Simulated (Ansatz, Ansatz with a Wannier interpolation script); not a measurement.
# From a coarse GW mesh to bands everywhere: BiOBr (P4/nmm), part 2 of 2

Aim: the G0W0 bands of BiOBr (P4/nmm) along the symmetry lines, with the gap off the mesh.

Ansatz 0.2.0; LDA, Wannier functions and G0W0, plane waves, PAW. Known limits of the many-body steps: not at the basis limit; no spin-orbit coupling; coarse k mesh.

So far. Step 2 (LDA bands): The gap is indirect, with the least direct gap 0.17 eV higher. Step 3 (Wannier functions (Bi:6p Br:4p O:2p) on 8×8×4): Near the gap the model misses directly solved bands by 0.6 meV r.m.s. and by 8 meV at most in the window tested. This tests the starting bands, not the corrections carried with them.

The database entry behind the starting cell differs from later determinations by our own check (0.1 to 0.3 % short, probably kX units), so it need not match the best structure at ambient conditions.

**4. G0W0 at every point of the mesh: 4×4×2 mesh, 516 empty bands, screening to 150 eV**

Now the one-shot GW correction: screening in the RPA, then the self-energy of the levels asked for.

This step: G0W0 on LDA, plane waves, PAW.

The input, input.yaml:

```yaml
crystal:
  lattice:
    - [3.916, 0.0, 0.0]
    - [0.0, 3.916, 0.0]
    - [0.0, 0.0, 8.077]
  atoms:
    - { symbol: Bi, position: [0.0, 0.5, 0.154] }
    - { symbol: Bi, position: [0.5, 0.0, 0.846] }
    - { symbol: Br, position: [0.0, 0.5, 0.653] }
    - { symbol: Br, position: [0.5, 0.0, 0.347] }
    - { symbol: O, position: [0.0, 0.0, 0.0] }
    - { symbol: O, position: [0.5, 0.5, 0.0] }
kpoints:
  mp_grid: { grid: [4, 4, 2] }
hamiltonian:
  xc: lda
scf:
  occupations: { method: fixed }
gw:
  n_empty_bands: 516
  ecut_chi: 150.0
  qp_bands: [v12, c5]
  screening: { model: contour_deformation }
```

Command:

```console
$ ansatz run input.yaml --threads 3 --pin off --max-ram 92160MiB --backend cuda --events-out ev --progress --plain --runs-dir out --devices 1 --max-vram 13GiB
```

Numbers of over 12 decimals in the logs are rounded to 6 here.

Log:

```text
GPUs: using 1 of 1 available (devices: 1).
[...]
GPU FFT provider: cuFFT
GPU libraries: cuBLAS 13.8.2, cuFFT 12.4.0, cuSOLVER 12.3.4
Crystal: 6 atoms, lattice volume = 123.861 Å³
Basis set: ecut = 420 eV, 2419 PW (Γ)
Bands: 34, of which v1, the nominal top of the filled ones, is band 28 counted from 1 (27 counted from 0)
Symmetry: 16 space group operations
[...]
k-points: 12 of 32
[...]
GPU buffer pool allocated for 39366 grid points (all kernels)
[...]
SCF iter   1: F=—  HF=-30671.921999 eV  |F-HF|=—  |Δ(HF+E_count)|=         —  Δρ=1.12e-2  dr2=1.43e-1  ethr=1.77e-3  ⟨swp⟩=5.1  Hψ=1557  notcnv=0  defer=45
[...]
SCF iter   7: F=-30671.888215 eV  HF=-30671.888215 eV  |F-HF|=5.99e-9  |Δ(HF+E_count)|=   1.31e-7  Δρ=3.17e-6  dr2=1.53e-8  ethr=1.79e-10  ⟨swp⟩=10.0  Hψ=1749  notcnv=0
SCF 1 converged in 7 iterations: F = -30671.888215 eV  dr2 = 1.53e-8
[...]
G₀W₀ screening: q 1/12
[... further progress lines ...]
SCF converged after 7 iterations
Free energy (F): -30671.888215 eV
[...]
Internal energy: -30671.888215 eV  (E = F + TS)
E sigma→0 (E₀):  -30671.888215 eV
Fermi energy:    7.174507 eV
[...]
--- Band table (eV; the first three rows and the last of 12) ---
  k-point 0: bands = [... 24 lower, 6.2362, 6.5048, 6.5048, 6.5707, 9.5218, 10.4335, 12.1099, 12.1099, ... 2 higher]
  k-point 1: bands = [... 24 lower, 6.2999, 6.8204, 6.8204, 7.1240, 9.3333, 9.6153, 11.9342, 11.9342, ... 2 higher]
  k-point 2: bands = [... 24 lower, 6.6604, 6.7123, 6.9511, 7.1346, 11.0739, 11.3341, 11.3982, 11.8780, ... 2 higher]
  k-point 11: bands = [... 24 lower, 6.1493, 6.1493, 6.2252, 6.2252, 11.2205, 11.2205, 12.4909, 12.4909, ... 2 higher]
--- G₀W₀: contour deformation, 6 samples at zero and on the imaginary axis and 2 off it, 32 q-points, 516 empty bands' worth ---
  eigenvalues of the whole cell's RPA ε∞ on this k-mesh (on a slab, of 1 + 4πα/V) = 5.5769, 7.5451, 7.5451; static W/v taken at q = 0 is 0.144950
  bands read: the sum over 544 bands ends inside a degenerate multiplet in 1 slot, whose members it reads at an even weight; the widest, k=1: bands 544 to 545 (counted from 1) at 1/2 each
    ik  band        ε_KS         Σx   Σc(E_QP)       V_xc       Z   E_QP_lin       E_QP  E_QP is
     0    17      2.4431   -23.0155     5.0735   -17.6448  0.6623     2.1433     2.1459  root
     0    18      2.4431   -23.0155     5.0735   -17.6448  0.6623     2.1433     2.1459  root
     0    19      5.2777   -25.3533     4.7287   -20.3508  0.7105     5.0024     5.0039  root
     0    20      5.4216   -24.6306     4.3916   -19.9710  0.7163     5.1522     5.1537  root
     0    21      5.4216   -24.6306     4.3916   -19.9710  0.7163     5.1522     5.1537  root
     0    22      5.5356   -18.2215     2.7702   -14.6958  0.7289     4.7624     4.7801  root
     0    23      6.0985   -22.9553     3.4537   -19.2019  0.7348     5.7973     5.7988  root
     0    24      6.2362   -19.6350     2.7857   -16.1110  0.7400     5.4853     5.4980  root
     0    25      6.2362   -19.6350     2.7857   -16.1110  0.7400     5.4853     5.4980  root
     0    26      6.5048   -19.6303     2.5885   -16.3601  0.7468     5.8137     5.8231  root
     0    27      6.5048   -19.6303     2.5885   -16.3601  0.7468     5.8137     5.8231  root
     0    28      6.5707   -18.6337     2.0272   -15.9482  0.7565     5.9038     5.9124  root
     0    29      9.5218   -10.5123    -3.7914   -14.8926  0.8034    10.1146    10.1108  root
     0    30     10.4335   -10.8693    -3.7235   -15.1485  0.7945    10.9929    10.9892  root
[...]
11    29     11.2205   -11.9444    -3.8517   -16.3870  0.7888    11.8158    11.8113  root
    11    30     11.2205   -11.9444    -3.8517   -16.3870  0.7888    11.8158    11.8113  root
    11    31     12.4909   -11.8282    -4.3089   -16.9324  0.7669    13.2970    13.2862  root
    11    32     12.4909   -11.8282    -4.3089   -16.9324  0.7669    13.2970    13.2862  root
    11    33     12.8916   -11.4933    -4.2215   -16.4924  0.7659    13.6797    13.6692  root
```

It took 35 s on 1 × NVIDIA H100 80GB HBM3 (shared by 6 runs) with 3 threads of AMD EPYC 7R13 (Zen 3), shared host; peak memory 1.6 GiB.

Numbers from this step:

* bands summed: 544
* RPA ε∞ on this mesh (eigenvalues): 5.577, 7.545, 7.545
* plane waves in the screening matrix: 509
* q-points in the mesh: 32
* G0W0 gap on the mesh: 3.197 eV
* k of the valence top: 0, -0.5, -0.5
* k of the conduction bottom: 0, 0, -0.5
* starting gap on the mesh: 2.159 eV
* Z at the valence top: 0.7541
* Z at the conduction bottom: 0.8053
* least direct G0W0 gap on the computed points: 3.428 eV

The gap on the mesh goes from 2.16 eV to 3.20 eV, a correction of +1.04 eV. Between the two edge states, bare exchange in place of the xc potential would open the gap by 7.02 eV, and correlation takes back 5.98 eV. The start differs from the 2.03 eV found before because this mesh misses an edge.

**5. Interpolating the corrections**

A script adds the corrections, carried to the Wannier functions and back, to the LDA levels, along the path and on a 13×13×9 mesh.

- G0W0 gap over the zone: 2.987 eV
- conduction bottom at: Z
- starting gap over the zone: 2.039 eV
- least direct G0W0 gap: 3.428 eV
- G0W0 gap on the mesh: 3.197 eV
- valence width, start: 5.238 eV
- valence width, G0W0: 5.139 eV
- gap by a rigid shift: 3.077 eV

Levels solved directly plus the interpolated quasiparticle correction. Limits: finite bands, cutoff and mesh; no spin-orbit coupling; coarse k mesh. The quasiparticle bands at the labelled points (eV, zero at the valence-band top of each set):

```tsv
point	band 25	band 26	band 27	band 28	band 29	band 30
Γ	-1.02	-0.99	-0.99	-0.90	3.29	4.17
halfway	-0.89	-0.52	-0.52	-0.29	4.98	5.20
X	-0.83	-0.83	-0.18	-0.18	5.37	5.37
halfway	-1.18	-1.18	-1.14	-1.14	5.02	5.02
M	-1.05	-1.05	-0.77	-0.77	4.27	4.27
halfway	-1.03	-0.61	-0.58	-0.51	4.43	5.58
Γ	-1.02	-0.99	-0.99	-0.90	3.29	4.17
halfway	-0.93	-0.84	-0.84	-0.64	3.14	3.82
Z	-0.84	-0.71	-0.71	-0.40	3.03	3.43
halfway	-0.96	-0.70	-0.67	-0.25	4.70	4.99
R	-0.84	-0.84	-0.17	-0.17	5.17	5.17
halfway	-1.17	-1.17	-0.71	-0.71	4.63	4.63
A	-1.46	-1.46	-0.77	-0.77	5.00	5.00
halfway	-1.22	-1.06	-0.51	-0.41	4.04	5.42
Z	-0.84	-0.71	-0.71	-0.40	3.03	3.43
jump to X	-0.83	-0.83	-0.18	-0.18	5.37	5.37
halfway	-0.83	-0.83	-0.18	-0.18	5.27	5.27
R	-0.84	-0.84	-0.17	-0.17	5.17	5.17
jump to M	-1.05	-1.05	-0.77	-0.77	4.27	4.27
halfway	-1.25	-1.25	-0.77	-0.77	4.60	4.60
A	-1.46	-1.46	-0.77	-0.77	5.00	5.00
```

The same for LDA:

```tsv
point	band 25	band 26	band 27	band 28	band 29	band 30
Γ	-1.06	-0.79	-0.79	-0.72	2.23	3.14
X	-0.55	-0.55	-0.16	-0.16	4.22	4.22
M	-1.07	-1.07	-0.80	-0.80	3.23	3.23
Γ	-1.06	-0.79	-0.79	-0.72	2.23	3.14
Z	-0.99	-0.47	-0.47	-0.17	2.04	2.32
R	-0.56	-0.56	-0.12	-0.12	4.04	4.04
A	-1.15	-1.15	-1.07	-1.07	3.93	3.93
Z	-0.99	-0.47	-0.47	-0.17	2.04	2.32
X	-0.55	-0.55	-0.16	-0.16	4.22	4.22
R	-0.56	-0.56	-0.12	-0.12	4.04	4.04
M	-1.07	-1.07	-0.80	-0.80	3.23	3.23
A	-1.15	-1.15	-1.07	-1.07	3.93	3.93
```

Wannier model on a dense mesh, Gaussian width 0.15 eV. Limits: finite bands, cutoff and mesh; no spin-orbit coupling; coarse k mesh. Table of density of states by energy, zero at the valence-band top of each set; read off at these points; values in states/eV/cell:

```tsv
energy (eV)	G0W0	LDA
-5.750	0	0
-5.500	3.1e-4	0.0101
-5.250	0.303	1.14
-5.000	2.78	3.64
-4.750	4.02	3.82
-4.700	4.07	3.67
-4.500	3.16	2.61
-4.250	2.44	2.06
-4.000	2.06	1.98
-3.750	2.65	2.46
-3.500	3.84	3.49
-3.300	5.17	4.72
-3.250	5.02	4.74
-3.000	3.91	3.98
-2.750	4.11	3.72
-2.500	3.85	3.96
-2.250	3.92	3.85
-2.000	4.39	3.94
-1.750	5.36	4.75
-1.500	7.39	5.80
-1.250	8.94	7.97
-1.000	10.1	7.42
-0.750	7.92	8.60
-0.600	6.31	9.15
-0.500	5.72	8.20
-0.250	3.47	6.01
0.000	0.499	1.53
0.250	0.00836	0.0233
0.500	0	0
0.750	0	0
1.000	0	0
1.250	0	0
1.500	0	0
1.750	0	8.3e-4
2.000	0	0.0296
2.250	0	0.157
2.500	0	0.260
2.750	0.00159	0.375
3.000	0.0341	1.06
3.250	0.151	1.95
3.500	0.227	2.92
3.750	0.406	2.81
4.000	0.942	3.06
4.250	1.65	3.61
4.500	2.87	3.84
4.700	2.08	5.90
4.750	2.23	5.83
5.000	2.98	5.00
5.250	2.79	3.99
5.500	3.45	4.12
5.750	4.79	4.00
```

Corrections by starting level (eV, on the run's own energy scale, so only their differences matter):

```tsv
start	correction
-5.10	−0.32
-4.60	−0.37
-3.36	−0.34
-3.15	−0.48
-2.23	−0.69
-1.83	−0.61
-1.22	−0.20
-0.98	−0.55
-0.85	−0.65
-0.46	−0.42
-0.22	−0.65
-0.04	−0.61
2.16	+0.51
3.12	+0.57
4.16	+0.66
4.85	+0.75
5.26	+0.78
6.34	+0.82
```

**6. LDA+SOC bands, for comparison**

Spin-orbit coupling can split or shift the edges; a non-collinear run measures by how much.

This step: DFT, LDA with spin-orbit coupling, plane waves, PAW.

input.yaml, the sections that differ from step 4:

```yaml
kpoints:
  mp_grid: { grid: [4, 4, 2] }
  band_path:
    path:
      - [[0.0, 0.0, 0.0], [0.0, 0.5, 0.0], [0.5, 0.5, 0.0], [0.0, 0.0, 0.0], [0.0, 0.0, 0.5], [0.0, 0.5, 0.5], [0.5, 0.5, 0.5], [0.0, 0.0, 0.5]]
      - [[0.0, 0.5, 0.0], [0.0, 0.5, 0.5]]
      - [[0.5, 0.5, 0.0], [0.5, 0.5, 0.5]]
    npoints: 10
scf:
  occupations: { method: fermi_dirac, width: 0.02 }
  n_extra_bands: 12
magnetization:
  noncollinear: true
  spin_orbit: true
output:
  eigenvalues: true
# crystal, hamiltonian: as in step 4
# gw: removed
```

Log:

```text
[...]
GPUs: using 1 of 1 available (devices: 1).
[...]
non-collinear run that drives no moment, with spin-orbit: no starting moment large enough to seed its density (crystal.atoms[].spin), no starting occupations that ask for one, no magnetisation constraint and no magnetic field, so the semilocal B_xc is pinned to zero
[...]
GPU FFT provider: cuFFT
GPU libraries: cuBLAS 13.8.2, cuFFT 12.4.0, cuSOLVER 12.3.4
Crystal: 6 atoms, lattice volume = 123.861 Å³
Basis set: ecut = 420 eV, 2419 PW (Γ)
Bands: 68, of which v1, the nominal top of the filled ones, is band 56 counted from 1 (55 counted from 0)
Symmetry: 16 space group operations + 16 with time reversal
[...]
k-points: 12 of 32
Projection manifold: j_resolved (fully-relativistic pseudo-atomic orbitals)
[...]
GPU buffer pool allocated for 39366 grid points (all kernels)
[...]
SCF iter   1: F=—  HF=-30751.864747 eV  |F-HF|=—  |Δ(HF+E_count)|=         —  Δρ=3.34e-2  dr2=1.23e0  dr2_m=0.00e0 (ungated)  ethr=3.10e-3  |M|=0.00e0 ∫|m|=0.00e0 μB  |m|>n=0.0e0 m-floor=0.0e0 τ_xc=0.0e0  β_m=0.30  ⟨swp⟩=7.1  Hψ=1879  notcnv=0
[...]
spin=Noncollinear: Resta preconditioning applied to the charge; magnetization (m_x, m_y, m_z) channels mix plain (no charge-response kernel on spin).
SCF iter   2: F=—  HF=-30751.639923 eV  |F-HF|=—  |Δ(HF+E_count)|=   2.25e-1  Δρ=2.22e-2  dr2=5.01e-1  dr2_m=0.00e0 (ungated)  ethr=2.20e-3  |M|=0.00e0 ∫|m|=0.00e0 μB  |m|>n=0.0e0 m-floor=0.0e0 τ_xc=0.0e0  β_m=0.56  ⟨swp⟩=2.0  Hψ=505  notcnv=0  defer=94
[...]
SCF iter   8: F=-30751.518006 eV  HF=-30751.518006 eV  |F-HF|=2.82e-8  |Δ(HF+E_count)|=   2.38e-7  Δρ=8.45e-6  dr2=8.82e-8  dr2_m=0.00e0 (ungated)  ethr=1.79e-10  |M|=0.00e0 ∫|m|=0.00e0 μB  |m|>n=0.0e0 m-floor=0.0e0 τ_xc=0.0e0  ⟨swp⟩=9.3  Hψ=2013  notcnv=0
SCF 1 converged in 8 iterations: F = -30751.518006 eV  dr2 = 8.82e-8
[...]
SCF converged after 8 iterations
Magnetization: |M| = 0.0000 μB,  M = (+0.0000, +0.0000, +0.0000) μB
Absolute magnetization: 0.0000 μB (∫|m|)
  site 0: m = (+0.0000, +0.0000, +0.0000) μB, |m| = 0.0000 μB  (R = 0.96 Å)
  site 1: m = (+0.0000, +0.0000, +0.0000) μB, |m| = 0.0000 μB  (R = 0.96 Å)
  site 2: m = (+0.0000, +0.0000, +0.0000) μB, |m| = 0.0000 μB  (R = 1.31 Å)
  site 3: m = (+0.0000, +0.0000, +0.0000) μB, |m| = 0.0000 μB  (R = 1.31 Å)
  site 4: m = (+0.0000, +0.0000, +0.0000) μB, |m| = 0.0000 μB  (R = 0.96 Å)
  site 5: m = (+0.0000, +0.0000, +0.0000) μB, |m| = 0.0000 μB  (R = 0.96 Å)
Free energy (F): -30751.518006 eV
[...]
Internal energy: -30751.518006 eV  (E = F + TS)
E sigma→0 (E₀):  -30751.518006 eV
Fermi energy:    8.123831 eV
[...]
--- Band table (eV; the first three rows and the last of 12) ---
  k-point 0: bands = [... 52 lower, 6.6619, 6.6619, 6.7065, 6.7065, 9.1843, 9.1843, 9.6602, 9.6602, ... 8 higher]
  k-point 1: bands = [... 52 lower, 6.9620, 6.9620, 7.1943, 7.1943, 9.0262, 9.0262, 9.0588, 9.0588, ... 8 higher]
  k-point 2: bands = [... 52 lower, 6.9718, 6.9718, 7.1711, 7.1711, 9.9914, 9.9914, 10.5147, 10.5147, ... 8 higher]
  k-point 11: bands = [... 52 lower, 6.1444, 6.1444, 6.1444, 6.1444, 10.6507, 10.6507, 10.6507, 10.6507, ... 8 higher]
```

The job ended after 16 s (1 × NVIDIA H100 80GB HBM3 (shared by 6 runs) with 3 threads; peak memory 1.4 GiB; 9 s of CPU time).

This step gave:

| Item | Value |
| --- | --- |
| filled bands | 56 |
| gap | 1.692 eV |
| valence top at | k = (0.000, 0.400, 0.500) |
| conduction bottom at | k = (0.000, 0.000, 0.400) |
| least direct gap | 1.825 eV |

The gap stands −0.34 eV against LDA.

The electronic bands at the labelled points (eV, zero at the top of the highest nominally filled band):

```tsv
point	band 53	band 54	band 55	band 56	band 57	band 58	band 59	band 60
Γ	-0.64	-0.64	-0.60	-0.60	1.88	1.88	2.36	2.36
halfway	-0.33	-0.33	-0.13	-0.13	2.69	2.69	3.21	3.21
X	-0.16	-0.16	-0.16	-0.16	3.28	3.28	3.28	3.28
halfway	-0.91	-0.91	-0.90	-0.90	2.99	2.99	3.61	3.61
M	-0.81	-0.81	-0.81	-0.81	2.81	2.81	2.81	2.81
halfway	-0.42	-0.42	-0.33	-0.33	2.57	2.57	3.70	3.70
Γ	-0.64	-0.64	-0.60	-0.60	1.88	1.88	2.36	2.36
halfway	-0.46	-0.46	-0.35	-0.35	1.75	1.75	2.12	2.12
Z	-0.34	-0.34	-0.11	-0.11	1.72	1.72	1.76	1.76
halfway	-0.38	-0.38	-0.23	-0.23	2.79	2.79	3.04	3.04
R	-0.12	-0.12	-0.12	-0.12	3.20	3.20	3.20	3.20
halfway	-0.61	-0.61	-0.47	-0.47	2.77	2.77	3.40	3.40
A	-1.16	-1.16	-1.16	-1.16	3.35	3.35	3.35	3.35
halfway	-0.40	-0.40	-0.29	-0.29	2.34	2.34	3.88	3.88
Z	-0.34	-0.34	-0.11	-0.11	1.72	1.72	1.76	1.76
jump to X	-0.16	-0.16	-0.16	-0.16	3.28	3.28	3.28	3.28
halfway	-0.14	-0.14	-0.14	-0.14	3.24	3.24	3.24	3.24
R	-0.12	-0.12	-0.12	-0.12	3.20	3.20	3.20	3.20
jump to M	-0.81	-0.81	-0.81	-0.81	2.81	2.81	2.81	2.81
halfway	-0.98	-0.98	-0.98	-0.98	3.07	3.07	3.07	3.07
A	-1.16	-1.16	-1.16	-1.16	3.35	3.35	3.35	3.35
```

**7. What came out**

| Property | Result |
| --- | --- |
| LDA gap | 2.04 eV |
| G0W0 gap over the zone | 2.99 eV, indirect |
| least direct G0W0 gap, in the model | 3.43 eV |
| with the spin-orbit change | 2.64 eV |
| GW settings | 4×4×2 mesh, 516 empty bands, screening to 150 eV |
| known limits | not at the basis limit; no spin-orbit coupling; coarse k mesh |

The Wannier model follows the LDA bands to under 1 meV r.m.s. near the gap. The G0W0 gap over the zone is 2.99 eV, indirect, from k = (0.384, 0.000, -0.500) to Z; on the mesh alone it is 3.20 eV, and a rigid shift of the LDA bands would give 3.08 eV. The valence width in the model goes from 5.24 eV to 5.14 eV. LDA+SOC gives a gap of 1.69 eV on the same path, a spin-orbit change of −0.34 eV that would bring the G0W0 gap to 2.64 eV. Bands and cutoff are finite, so the gap is not at the basis limit. The miss can reach some tenths of an eV and take either sign; the mesh is an error of its own. Above the frozen window of the model the interpolated levels need not meet the computed ones, even at points of the mesh. The 4×4×2 mesh is coarse for this cell (its supercell is 16 Å along the shortest edge). The RPA ε∞ on it, from the LDA start, is 5.58 and 7.55; such meshes misread the long-range screening, most where the gap is narrow. Where an edge is built on 6p states of lead, bismuth or thallium, scalar-relativistic gaps usually stand too wide, by a few tenths to over one eV.

[Paths, hosts, dates, memory and timing lines, banners, echoed tables and standing remarks are left out of the program output.]

[Logs are printed without paths, hosts, clocks, repeated set-up lines and the standing remarks that a program may print on its own settings, such as how far it seeks lower states.]

[Runs of the session that timed out or met a known fault of the program may be left out.]

[Hosts, paths, dates, database ids (printed as entryN), source tags and the programs' standing remarks are cut or masked in the printed files.]
